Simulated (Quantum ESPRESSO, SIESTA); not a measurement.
**Fcc Al from compression to expansion (PBEsol)**

Aim: the equation of state of fcc Al at PBEsol, from a volume scan solved by several programs.

Values are calculated unless marked as measured.

**Measured values to reproduce.**

“The interpretation of polycrystalline coherent inelastic neutron scattering from aluminium” (2013, pmc:3831299) quotes from earlier work for Al, face-centred cubic (bulk crystal): bulk modulus 76.9 GPa [literature comparison value; Voigt average; temperature not stated].

“Honeycomb Boron on Al(111): From the Concept of Borophene to the Two-Dimensional Boride” (2021, pmc:8482755) quotes from earlier work for Al, fcc (bulk crystal): lattice constant a (cubic lattice parameter, quoted experimental value) 4.04958 Å [literature value quoted in the paper's theory part; measurement temperature not given].

### 1. Set-up

The cell holds 1 atom (1 Al). It starts from typed lattice constants, and its volume is changed by -8 to +8 %. Symmetry fixes shape and atoms, so all levels solve the scaled cells as they are.

### 2. One input

Quantum ESPRESSO 7.5: Kohn-Sham DFT, PBEsol, GBRV 1.5 ultrasoft pseudopotentials, plane waves. Its pw.in for the cell at -2 %:

```
&control
  calculation = 'scf'
  pseudo_dir = './pseudo'
  outdir = './tmp'
  disk_io = 'none'
  tprnfor = .true.
  tstress = .true.
/
&system
  ibrav = 0
  nat = 1
  ntyp = 1
  ecutwfc = 45
  ecutrho = 270
  occupations = 'smearing'
  smearing = 'fd'
  degauss = 0.007350
/
&electrons
  conv_thr = 1.0e-08
  electron_maxstep = 100
  mixing_beta = 0.3
  mixing_mode = 'plain'
  diagonalization = 'david'
/
ATOMIC_SPECIES
Al 26.982 Al.upf
CELL_PARAMETERS angstrom
0.00000 2.00644 2.00644
2.00644 0.00000 2.00644
2.00644 2.00644 0.00000
ATOMIC_POSITIONS crystal
Al 0.00000 0.00000 0.00000
K_POINTS automatic
13 13 13 0 0 0
```

It took 3.5 s on 2 MPI ranks of Arm Neoverse N1, shared host; peak memory 0.15 GiB.

### 3. Programs and settings

```
                 level                      basis or training data  k-meshes  runs finished  CPU time  peak memory (GiB)
QE, PBEsol (reference)  plane waves, GBRV 1.5 ultrasoft, 45/270 Ry  13×13×13         9 of 9      61 s               0.15
    SIESTA DZP, PBEsol    DZP orbitals, shift 0.01 Ry, mesh 400 Ry  13×13×13         9 of 9   6.8 min               0.37
```

CPU times are sums over a level's finished runs on a shared host, and rough.

### 4. Energy and pressure

Energy over each level's lowest row (meV an atom), then pressure (GPa):

| volume change (%) | volume (Å³/atom) | E, QE, PBEsol | E, SIESTA DZP, PBEsol | P, QE, PBEsol | P, SIESTA DZP, PBEsol |
| --- | --- | --- | --- | --- | --- |
| -8 | 15.166 | 17.51 | 16.11 | 6.01 | 5.73 |
| -6 | 15.496 | 7.47 | 6.67 | 3.77 | 3.53 |
| -4 | 15.825 | 1.79 | 1.47 | 1.77 | 1.60 |
| -2 | 16.155 | 0.00 | 0.00 | -0.01 | -0.12 |
| +0 | 16.485 | 1.67 | 1.88 | -1.60 | -1.65 |
| +2 | 16.815 | 6.44 | 6.73 | -3.01 | -3.01 |
| +4 | 17.144 | 13.94 | 14.22 | -4.27 | -4.22 |
| +6 | 17.474 | 23.89 | 24.07 | -5.39 | -5.29 |
| +8 | 17.804 | 36.00 | 36.01 | -6.38 | -6.27 |

### 5. Fits

Third-order Birch–Murnaghan fits: the energy is a cubic in V^(−2/3), fitted to the energies of the rows that share one k-mesh, or through its derivative to the printed pressures. A tick marks the fit quoted below: that to energies where it misses by under 0.12 meV an atom, else that to pressures.

```
             level           fitted to  V0 (Å³/atom)  a (Å)  B0 (GPa)    B′    r.m.s. miss
        QE, PBEsol  energies, 9 rows ✓        16.154  4.013      82.4  4.70  0.00 meV/atom
        QE, PBEsol   pressures, 9 rows        16.153  4.013      82.3  4.69       0.00 GPa
SIESTA DZP, PBEsol  energies, 9 rows ✓        16.128  4.011      80.0  4.71  0.00 meV/atom
SIESTA DZP, PBEsol   pressures, 9 rows        16.131  4.011      80.1  4.74       0.01 GPa
```

### 6. Findings

From its energies, the reference gives V0 = 16.154 Å³ an atom (a = 4.013 Å), B0 = 82 GPa and B′ = 4.7. SIESTA DZP, PBEsol (energies) lies -0.16 % from it in volume and -2.9 % in bulk modulus. Where both fits stand, they agree on V0 within 0.3 %.

Computed beside measured:

```
              quantity  measured      QE, PBEsol  SIESTA DZP, PBEsol
    bulk modulus (GPa)      76.9     82 (+7.1 %)         80 (+4.1 %)
lattice constant a (Å)   4.04958  4.013 (-0.9 %)      4.011 (-1.0 %)
```

Measured values from pmc:3831299 (2013) and pmc:8482755 (2021).

**Against experiment.** The reference's bulk modulus lies +7.1 % from the measured 76.9 GPa, the other levels' +4.1 %. The reference's lattice constant a lies -0.9 % from the measured 4.04958 Å, the other levels' -1.0 %. Zero-point motion and thermal motion are not in the computed bulk modulus and lattice constants.

Caveats: The nuclei are static, without zero-point or thermal motion. SIESTA's automatically made basis is far from complete, and its potentials were converted by us (checked for H, C, O, Si, Ge and Ca alone). The DFT runs use Fermi–Dirac occupations of width 0.1 eV, and energies are free energies.

[Long decimals in the printed logs are rounded to 6 places.]

[Logs are printed without paths, hosts, clocks, repeated set-up lines and the standing remarks that a program may print on its own settings, such as how far it seeks lower states.]

[Hosts, paths, dates, database ids (printed as entryN), source tags and the programs' standing remarks are cut or masked in the printed files.]
